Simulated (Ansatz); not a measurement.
# One crystal, many levels of theory: BaSrTi2O6 (perovskite [001] superlattice)

Wanted: a ladder of band gaps for BaSrTi2O6 (perovskite [001] superlattice), from density functionals to G0W0.

Program: Ansatz 0.2.0. Level of theory: density functionals, hybrids and G0W0, plane waves, PAW. Results are calculated unless marked as measured.

## Step 1: The starting structure

The cell holds 20 atoms: 2 Sr, 12 O, 4 Ti and 2 Ba. Its edges and angles: a = 3.923 Å, b = 3.923 Å, c = 15.891 Å, α = 90.0°, β = 90.0°, γ = 90.0°. It derives from SrTiO3. Regions: SrTiO3, 10 atoms (2 Sr, 6 O and 2 Ti); BaTiO3, 10 atoms (2 Ba, 6 O and 2 Ti). The structure's axis is c.

The structure was relaxed with PBEsol. The runs that relaxed it are not among those shown. Spin-orbit coupling is left out unless a step names it.

The logs state that the PAW files were generated under PBE.

## Step 2: PBEsol on the 6×6×2 mesh

Levels along a band path and on the mesh show where this functional puts the band edges.

This step: DFT, PBEsol, plane waves, PAW; PAW set soft_1.

File input.yaml:

```yaml
crystal:
  lattice:
    - [3.9230183724, 0.0, 0.0]
    - [0.0, 3.9230183724, 0.0]
    - [0.0, 0.0, 15.891451069]
  atoms:
    - { symbol: Sr, position: [0.0, 0.0, 0.056563162] }
    - { symbol: O, position: [0.5, 0.5, 0.0623640627] }
    - { symbol: Ti, position: [0.5, 0.5, 0.1783899353] }
    - { symbol: O, position: [0.5, 0.0, 0.1855802327] }
    - { symbol: O, position: [0.0, 0.5, 0.1855802327] }
    - { symbol: Sr, position: [0.0, 0.0, 0.3018132738] }
    - { symbol: O, position: [0.5, 0.5, 0.3076801959] }
    - { symbol: Ti, position: [0.5, 0.5, 0.4229808387] }
    - { symbol: O, position: [0.5, 0.0, 0.4288802332] }
    - { symbol: O, position: [0.0, 0.5, 0.4288802332] }
    - { symbol: Ba, position: [0.0, 0.0, 0.5534579145] }
    - { symbol: O, position: [0.5, 0.5, 0.560056261] }
    - { symbol: Ti, position: [0.5, 0.5, 0.677666613] }
    - { symbol: O, position: [0.5, 0.0, 0.6850606824] }
    - { symbol: O, position: [0.0, 0.5, 0.6850606824] }
    - { symbol: Ba, position: [0.0, 0.0, 0.8085657876] }
    - { symbol: O, position: [0.5, 0.5, 0.8147682558] }
    - { symbol: Ti, position: [0.5, 0.5, 0.9331207648] }
    - { symbol: O, position: [0.5, 0.0, 0.9417054133] }
    - { symbol: O, position: [0.0, 0.5, 0.9417054133] }
kpoints:
  mp_grid: { grid: [6, 6, 2] }
  band_path:
    path:
      - [[0.0, 0.0, 0.0], [0.0, 0.5, 0.0], [0.5, 0.5, 0.0], [0.0, 0.0, 0.0], [0.0, 0.0, 0.5], [0.0, 0.5, 0.5], [0.5, 0.5, 0.5], [0.0, 0.0, 0.5]]
      - [[0.0, 0.5, 0.0], [0.0, 0.5, 0.5]]
      - [[0.5, 0.5, 0.0], [0.5, 0.5, 0.5]]
    npoints: 10
hamiltonian:
  xc: pbesol
  pseudopotentials: { kind: paw, azcp: { folder: soft_1 }, xc_functional: pbe }
scf:
  occupations: { method: fermi_dirac, width: 0.02 }
  n_extra_bands: 10
output:
  eigenvalues: true
  forces: true
  stress: true
  write_density: true
  write_potential: true
  elf: true
  volumetric_format: npy
```

Run with:

```bash
ansatz run input.yaml --threads 3 --pin off --max-ram 92160MiB --backend cuda --events-out ev --progress --plain --runs-dir out --devices 1 --max-vram 13GiB
```

Numbers of over 12 decimals in the logs are rounded to 6 here.

The program printed:

```text
scf.n_extra_bands = 10 over 80 filled bands (N_el = 160.0): the run solves 90 bands
GPUs: using 1 of 1 available (devices: 1).
Engine: ansatz 0.2.0, x86_64-unknown-linux-gnu
Pseudopotentials: kind: paw
Pseudopotential: Sr, paw, valence charge 10, recommended cutoff 420 eV (normal), soft_1/Sr.paw.azcp
Pseudopotential: O, paw, valence charge 6, recommended cutoff 420 eV (normal), soft_1/O.paw.azcp
Pseudopotential: Ti, paw, valence charge 12, recommended cutoff 420 eV (normal), soft_1/Ti.paw.azcp
Pseudopotential: Ba, paw, valence charge 10, recommended cutoff 420 eV (normal), soft_1/Ba.paw.azcp
Functional definition: PBEsol
  exchange = pbesol_x
  correlation = pbesol_c
device memory: the entry about to start is reckoned to put 6.0 GiB on a device that reports 32.8 GiB free (of which the cap on the GPU budget leaves the run 13.0 GiB)
GPU FFT provider: cuFFT
GPU libraries: cuBLAS 13.8.2, cuFFT 12.4.0, cuSOLVER 12.3.4
Crystal: 20 atoms, lattice volume = 244.571 Å³
Basis set: ecut = 420 eV, 4821 PW (Γ), exchange–correlation on 54×54×216 points (8 copies of the dense FFT grid, shifted against one another)
Bands: 90, of which v1, the nominal top of the filled ones, is band 80 counted from 1 (79 counted from 0)
Symmetry: 8 space group operations
Space group: P4mm (ITA 99), of the structure as read, at distance tolerance 6.3e-5 Å
k-points: 20 of 72
Non-local potential: Sr, projectors of the file, l = 0: 3, l = 1: 2, l = 2: 2
Non-local potential: O, projectors of the file, l = 0: 2, l = 1: 2, l = 2: 1
Non-local potential: Ti, projectors of the file, l = 0: 3, l = 1: 2, l = 2: 3, l = 3: 1
Non-local potential: Ba, projectors of the file, l = 0: 3, l = 1: 2, l = 2: 2, l = 3: 2
PAW form: soft (Blöchl's): semilocal exchange-correlation on the pseudo side does not see the compensation charge
PAW frozen core: Sr, regenerated for the run's functional, and the local potential with it (the file was generated under x = pbe(κ = 0.804, μ = 0.219515), c = pbe(β = 0.066725))
PAW frozen core: O, regenerated for the run's functional, and the local potential with it (the file was generated under x = pbe(κ = 0.804, μ = 0.219515), c = pbe(β = 0.066725))
PAW frozen core: Ti, regenerated for the run's functional, and the local potential with it (the file was generated under x = pbe(κ = 0.804, μ = 0.219515), c = pbe(β = 0.066725))
PAW frozen core: Ba, regenerated for the run's functional, and the local potential with it (the file was generated under x = pbe(κ = 0.804, μ = 0.219515), c = pbe(β = 0.066725))
PAW one-centre angular grid: Sr, 110 points (default); XC on 64 Gauss nodes
PAW one-centre angular grid: O, 110 points (default); XC on 64 Gauss nodes
PAW one-centre angular grid: Ti, 590 points (default); XC on 64 Gauss nodes
PAW one-centre angular grid: Ba, 194 points (default); XC on 64 Gauss nodes
Initial density: superposition of atomic densities (chi_scale 0.1, normalization cell, long waves kept (reshape's long-wave potential 0.73 eV rms))
Initial wavefunctions: pseudopotential atomic-orbital guess
GPU buffer pool allocated for 78732 grid points (all kernels)
GPU transforms: local potential and band sums: pruned to the plane-wave sphere, on 27×27×108
Functional: x = pbesol(κ = 0.804, μ = 0.123457), c = pbesol(β = 0.046)
SCF iter   1: F=—  HF=-35371.785889 eV  |F-HF|=—  |Δ(HF+E_count)|=         —  Δρ=5.53e-2  dr2=1.18e1  ethr=3.10e-3  ⟨swp⟩=8.0  Hψ=7853  notcnv=0  defer=3
preconditioner: auto → Resta (q_TF=auto, 2.542 Å⁻¹)  ε∞=6.6  [insulator: Δε(μ)=0.297 eV  Ē_g=10.954 eV  σ=0.020 eV  W_gap=1.00  n_scr=68 (ndim 8)  ℏωp=26.0 eV  f_vac=0.000  D(μ)=0.01/eV (n_scr^D=0)  ε∞_Penn≈6.6]
SCF iter   2: F=—  HF=-35370.288519 eV  |F-HF|=—  |Δ(HF+E_count)|=    1.50e0  Δρ=2.62e-2  dr2=3.09e0  ethr=3.10e-3  ⟨swp⟩=3.0  Hψ=3228  notcnv=0  defer=54
SCF iter   3: F=—  HF=-35369.837986 eV  |F-HF|=—  |Δ(HF+E_count)|=   4.51e-1  Δρ=1.02e-2  dr2=3.44e-1  ethr=1.93e-3  ⟨swp⟩=2.9  Hψ=3282  notcnv=0  defer=85
SCF iter   4: F=—  HF=-35369.787955 eV  |F-HF|=—  |Δ(HF+E_count)|=   5.00e-2  Δρ=3.04e-3  dr2=3.43e-2  ethr=2.15e-4  ⟨swp⟩=4.3  Hψ=2991  notcnv=0  defer=83
SCF iter   5: F=—  HF=-35369.787109 eV  |F-HF|=—  |Δ(HF+E_count)|=   8.46e-4  Δρ=1.16e-3  dr2=3.44e-3  ethr=2.15e-5  ⟨swp⟩=4.9  Hψ=3352  notcnv=0  defer=62
SCF iter   6: F=—  HF=-35369.786834 eV  |F-HF|=—  |Δ(HF+E_count)|=   2.75e-4  Δρ=3.75e-4  dr2=2.85e-4  ethr=2.15e-6  ⟨swp⟩=3.1  Hψ=3124  notcnv=0  defer=64
SCF iter   7: F=—  HF=-35369.786718 eV  |F-HF|=—  |Δ(HF+E_count)|=   1.16e-4  Δρ=1.16e-4  dr2=4.52e-5  ethr=1.78e-7  ⟨swp⟩=2.0  Hψ=2930  notcnv=0  defer=64
SCF iter   8: F=—  HF=-35369.786984 eV  |F-HF|=—  |Δ(HF+E_count)|=   2.66e-4  Δρ=4.14e-5  dr2=4.56e-6  ethr=2.82e-8  ⟨swp⟩=2.2  Hψ=3296  notcnv=0  defer=65
SCF iter   9: F=—  HF=-35369.786984 eV  |F-HF|=—  |Δ(HF+E_count)|=   3.41e-7  Δρ=1.76e-5  dr2=6.93e-7  ethr=2.85e-9  ⟨swp⟩=2.0  Hψ=2936  notcnv=0  defer=64
SCF iter  10: F=-35369.786984 eV  HF=-35369.786984 eV  |F-HF|=5.19e-8  |Δ(HF+E_count)|=   6.57e-8  Δρ=6.19e-6  dr2=8.06e-8  ethr=6.25e-11  ⟨swp⟩=18.0  Hψ=17889  notcnv=0
SCF 1 converged in 10 iterations: F = -35369.786984 eV  dr2 = 8.06e-8
[...]
device memory: the entry about to start is reckoned to put 4.9 GiB on a device that reports 32.8 GiB free (of which the cap on the GPU budget leaves the run 13.0 GiB)
NSCF: frozen V_eff on 93 k-points
SCF converged after 10 iterations
Free energy (F): -35369.786984 eV
Harris-Foulkes:  -35369.786984 eV  (|F-HF|=5.19e-8)
Internal energy: -35369.786984 eV  (E = F + TS)
E sigma→0 (E₀):  -35369.786984 eV
Fermi energy:    11.128548 eV
--- Per-component energies (eV) ---
  E_band       = -680.508894
  E_kinetic    = 3931.945757
  E_local      = -9283.809362  (includes V_loc(G=0)·N_el)
  E_nonlocal   = 1523.363221
  E_hartree    = 3385.868169
  E_xc         = -2064.775773
  E_vxc        = -2255.586683  (∫ρ·V_xc dr)
  E_paw        = -21441.881857  (= ΣΔE_a)
  E_vpaw       = -1368.167394  (= ΣTr[D̂ρ^β])
  E_aug_tail   = 0.008790  (compensation charges beyond the density's cutoff)
  E_ewald      = -11422.058492
  E_core_change = 1.552564  (= ΣΔE_core)
  E_smearing   = -0.000000  (= −TS)
  E_closure    = 0.000000  (closes the sum)
  Σ components = -35369.786984   (vs F -35369.786984, Δ=0.00e0)
--- Forces (eV/Å), atoms counted from 1 ---
  atom   1  Sr    -0.00000000     0.00000000     0.00035790
  atom   2  O      0.00000000     0.00000000     0.00298276
  atom   3  Ti    -0.00000000     0.00000000    -0.00095312
  atom   4  O      0.00000000     0.00000000     0.00070838
  atom   5  O     -0.00000000     0.00000000     0.00070838
  atom   6  Sr     0.00000000     0.00000000    -0.00149670
  atom   7  O      0.00000000     0.00000000    -0.00098968
  atom   8  Ti     0.00000000     0.00000000    -0.00331245
  atom   9  O      0.00000000     0.00000000     0.00124390
  atom  10  O      0.00000000     0.00000000     0.00124390
  atom  11  Ba     0.00000000     0.00000000    -0.00110694
  atom  12  O     -0.00000000     0.00000000    -0.00069831
  atom  13  Ti    -0.00000000     0.00000000     0.00013675
  atom  14  O     -0.00000000     0.00000000     0.00019526
  atom  15  O      0.00000000     0.00000000     0.00019526
  atom  16  Ba     0.00000000     0.00000000     0.00263359
  atom  17  O     -0.00000000     0.00000000    -0.00564620
  atom  18  Ti     0.00000000     0.00000000     0.00524633
  atom  19  O      0.00000000     0.00000000    -0.00068927
  atom  20  O      0.00000000     0.00000000    -0.00068927
  max |Σ_I F_I| component: 7.05e-5 eV/Å
--- Stress (GPa, compression-positive) ---
       -0.011966       0.000000      -0.000000
        0.000000      -0.011966       0.000000
       -0.000000       0.000000      -0.004969
  P = ⅓ Tr σ = -0.0096 GPa (-0.096 kbar)
--- Band table (eV; the first three rows and the last of 20) ---
  k-point 0: bands = [... 76 lower, 9.6287, 9.7581, 9.8025, 9.8025, 12.0495, 12.1173, 12.1306, 12.2250, ... 6 higher]
  k-point 1: bands = [... 76 lower, 9.7087, 9.7087, 9.7799, 9.7799, 12.0604, 12.0849, 12.1578, 12.2194, ... 6 higher]
  k-point 2: bands = [... 76 lower, 9.3794, 9.4244, 9.5700, 9.6951, 12.3380, 12.6151, 12.6506, 12.6631, ... 6 higher]
  k-point 19: bands = [... 76 lower, 10.1298, 10.1390, 10.1664, 10.2008, 14.0649, 14.0649, 14.0945, 14.0945, ... 6 higher]
```

Elapsed: 19 s, on 1 × NVIDIA H100 80GB HBM3 (shared by 6 runs) with 3 threads of AMD EPYC 7R13 (Zen 3), shared host; peak memory 1.2 GiB.

Reading the cycles: dr2 is the Hartree energy of the density residual (eV), the measure of convergence; HF is the Harris–Foulkes estimate of the energy, which meets the free energy F at convergence.

This step gave:

* pressure: -0.009634 GPa
* filled bands: 80
* gap: 1.848 eV
* valence top at: M
* conduction bottom at: Γ
* least direct gap: 2.247 eV

Over mesh and path the gap is 1.848 eV, from k = (0.500, 0.500, 0.000) to k = Γ. The least direct gap found is 2.247 eV, at k = Γ.

## Step 3: PBEsol+SOC on the 6×6×2 mesh

This run has two-component orbitals with spin-orbit coupling.

This step: DFT, PBEsol with spin-orbit coupling, plane waves, PAW; PAW set soft_1.

input.yaml: that of step 2 with these lines changed.

```diff
@@ -30,12 +30,18 @@
     path:
-      - [[0.0, 0.0, 0.0], [0.0, 0.5, 0.0], [0.5, 0.5, 0.0], [0.0, 0.0, 0.0], [0.0, 0.0, 0.5], [0.0, 0.5, 0.5], [0.5, 0.5, 0.5], [0.0, 0.0, 0.5]]
-      - [[0.0, 0.5, 0.0], [0.0, 0.5, 0.5]]
-      - [[0.5, 0.5, 0.0], [0.5, 0.5, 0.5]]
-    npoints: 10
+      - [0.0, 0.0, 0.0]
+      - [0.0, 0.5, 0.0]
+      - [0.5, 0.5, 0.0]
+      - [0.0, 0.0, 0.5]
+      - [0.0, 0.5, 0.5]
+      - [0.5, 0.5, 0.5]
+    npoints: 1
 hamiltonian:
   xc: pbesol
-  pseudopotentials: { kind: paw, azcp: { folder: soft_1 }, xc_functional: pbe }
+  pseudopotentials: { kind: paw_fr, azcp: { folder: soft_1 }, xc_functional: pbe }
 scf:
-  occupations: { method: fermi_dirac, width: 0.02 }
-  n_extra_bands: 10
+  occupations: { method: fixed }
+  n_extra_bands: 20
+magnetization:
+  noncollinear: true
+  spin_orbit: true
 output:
@@ -44,5 +50 @@
   stress: true
-  write_density: true
-  write_potential: true
-  elf: true
-  volumetric_format: npy
```

The program printed:

```text
[...]
GPUs: using 1 of 1 available (devices: 1).
[...]
non-collinear run that drives no moment, with spin-orbit: no starting moment large enough to seed its density (crystal.atoms[].spin), no starting occupations that ask for one, no magnetisation constraint and no magnetic field, so the semilocal B_xc is pinned to zero
[...]
GPU FFT provider: cuFFT
GPU libraries: cuBLAS 13.8.2, cuFFT 12.4.0, cuSOLVER 12.3.4
Crystal: 20 atoms, lattice volume = 244.571 Å³
Basis set: ecut = 420 eV, 4821 PW (Γ), exchange–correlation on 54×54×216 points (8 copies of the dense FFT grid, shifted against one another)
Bands: 180, of which v1, the nominal top of the filled ones, is band 160 counted from 1 (159 counted from 0)
Symmetry: 8 space group operations + 8 with time reversal
[...]
k-points: 20 of 72
[...]
atom  17  O      0.00000000     0.00000000    -0.00587679
  atom  18  Ti     0.00000000     0.00000000     0.00580255
  atom  19  O      0.00000000     0.00000000    -0.00065153
  atom  20  O      0.00000000     0.00000000    -0.00065153
  max |Σ_I F_I| component: 1.64e-6 eV/Å
--- Stress (GPa, compression-positive) ---
       -0.012013       0.000000       0.000000
        0.000000      -0.012013       0.000000
       -0.000000       0.000000      -0.003511
  P = ⅓ Tr σ = -0.0092 GPa (-0.092 kbar)
--- Band table (eV; the first three rows and the last of 20) ---
  k-point 0: bands = [... 156 lower, 9.8078, 9.8078, 9.8387, 9.8387, 12.0461, 12.0461, 12.1142, 12.1142, ... 16 higher]
  k-point 1: bands = [... 156 lower, 9.7476, 9.7476, 9.8183, 9.8183, 12.0572, 12.0572, 12.0816, 12.0816, ... 16 higher]
  k-point 2: bands = [... 156 lower, 9.5559, 9.5739, 9.6871, 9.7185, 12.3321, 12.3372, 12.6087, 12.6136, ... 16 higher]
  k-point 19: bands = [... 156 lower, 10.1633, 10.1633, 10.1979, 10.1979, 14.0532, 14.0532, 14.0702, 14.0702, ... 16 higher]
[key lines of the parts left out:]
SCF converged after 13 iterations
Magnetization: |M| = 0.0000 μB,  M = (+0.0000, +0.0000, +0.0000) μB
Free energy (F): -35380.606148 eV
Fermi energy:    10.199173 eV
```

Run time: 9.9 s. Hardware: 1 × NVIDIA H100 80GB HBM3 (shared by 6 runs) with 3 threads; peak memory 1.3 GiB; 20 s of CPU time.

This step gave:

* pressure: -0.009179 GPa
* gap: 1.847 eV
* valence top at: M
* conduction bottom at: Γ
* least direct gap: 2.207 eV

Over mesh and listed points the gap is 1.847 eV, from k = (0.500, 0.500, 0.000) to k = Γ. The least direct gap found is 2.207 eV, at k = Γ. PBEsol+SOC against PBEsol: 1.847 − 1.848 = −0.001 eV, with the same mesh, set of files (read in its fully relativistic form for the spin-orbit run) and cutoff, and both edges at the same k points. The spin-orbit run sees mesh and listed points alone, so its gap is an upper bound: the coupling can move an edge off these points, the more so as this crystal has no centre of inversion, and the change over the zone, its sign included where it is small, is not known. The program's warnings for this run: metallic iterate.

## Step 4: HSE06 on the 4×4×2 mesh

HSE06 mixes in a quarter of exact exchange at short range.

This step: DFT, HSE06, plane waves, PAW; PAW set soft_1.

input.yaml: that of step 3 with these lines changed.

```diff
@@ -27,3 +27,3 @@
 kpoints:
-  mp_grid: { grid: [6, 6, 2] }
+  mp_grid: { grid: [4, 4, 2] }
   band_path:
@@ -38,13 +38,8 @@
 hamiltonian:
-  xc: pbesol
-  pseudopotentials: { kind: paw_fr, azcp: { folder: soft_1 }, xc_functional: pbe }
+  xc: hse06
+  pseudopotentials: { kind: paw, azcp: { folder: soft_1 } }
 scf:
   occupations: { method: fixed }
-  n_extra_bands: 20
-magnetization:
-  noncollinear: true
-  spin_orbit: true
+  n_extra_bands: 10
 output:
   eigenvalues: true
-  forces: true
-  stress: true
```

The program printed:

```text
[...]
GPUs: using 1 of 1 available (devices: 1).
[...]
davidson cushion auto → on  (no smearing: the cushion is to keep the highest requested band from converging to the state above it; pin scf.eigensolver.cushion to override)
[...]
GPU FFT provider: cuFFT
GPU libraries: cuBLAS 13.8.2, cuFFT 12.4.0, cuSOLVER 12.3.4
Crystal: 20 atoms, lattice volume = 244.571 Å³
Basis set: ecut = 420 eV, 4821 PW (Γ)
[...]
Fermi energy:    9.329645 eV
[...]
--- Band table (eV; the first three rows and the last of 12) ---
  k-point 0: bands = [... 76 lower, 8.7201, 8.8508, 8.9248, 8.9248, 12.6540, 12.7315, 12.7645, 12.8714, ... 6 higher]
  k-point 1: bands = [... 76 lower, 8.8145, 8.8145, 8.8965, 8.8965, 12.6603, 12.7102, 12.7837, 12.8672, ... 6 higher]
  k-point 2: bands = [... 76 lower, 8.5139, 8.5240, 8.6305, 8.6637, 12.9785, 13.7169, 13.7435, 13.7488, ... 6 higher]
  k-point 11: bands = [... 76 lower, 9.2435, 9.2551, 9.2862, 9.3290, 14.8246, 14.8246, 14.8674, 14.8674, ... 6 higher]
[key lines of the parts left out:]
Free energy (F): -35839.681464 eV
```

Run time: 78 s. Hardware: 1 × NVIDIA H100 80GB HBM3 (shared by 6 runs) with 3 threads; peak memory 2.1 GiB.

This step gave:

```
gap                     : 3.324 eV
valence top at          : M
conduction bottom at    : Γ
least direct gap        : 3.729 eV
exact-exchange fraction : 0.25
```

Over mesh and listed points the gap is 3.324 eV, from k = (0.500, 0.500, 0.000) to k = Γ. The least direct gap found is 3.729 eV, at k = Γ. HSE06 against PBEsol: 3.324 − 1.848 = +1.476 eV. The runs also differ in mesh (6×6×2 and 4×4×2), so how much of this comes from the functional alone is not known. The program's warnings for this run: metallic iterate.

(Part 1 of 2 ends here.)

[Paths, hosts, dates, memory and timing lines, banners, echoed tables and standing remarks are left out of the program output.]

[Logs are printed without paths, hosts, clocks, repeated set-up lines and the standing remarks that a program may print on its own settings, such as how far it seeks lower states.]

[Runs of the session that timed out or met a known fault of the program may be left out.]

[Cells called generated may have been cut or substituted from an entry of the Crystallography Open Database or the Materials Project.]

[Hosts, paths, dates, database ids (printed as entryN), source tags and the programs' standing remarks are cut or masked in the printed files.]

[Where an RPA ε∞ is given, it is that of the G0W0 mesh and is not shown converged in it. Names of k-points follow the symmetry that the program found, which can be lower than the space group named. Band edges on a path are those of the sampled points; other points can move an edge, and change direct to indirect where valleys lie close.]

[Hybrid gaps are those of their k-mesh and are not shown converged in it.]
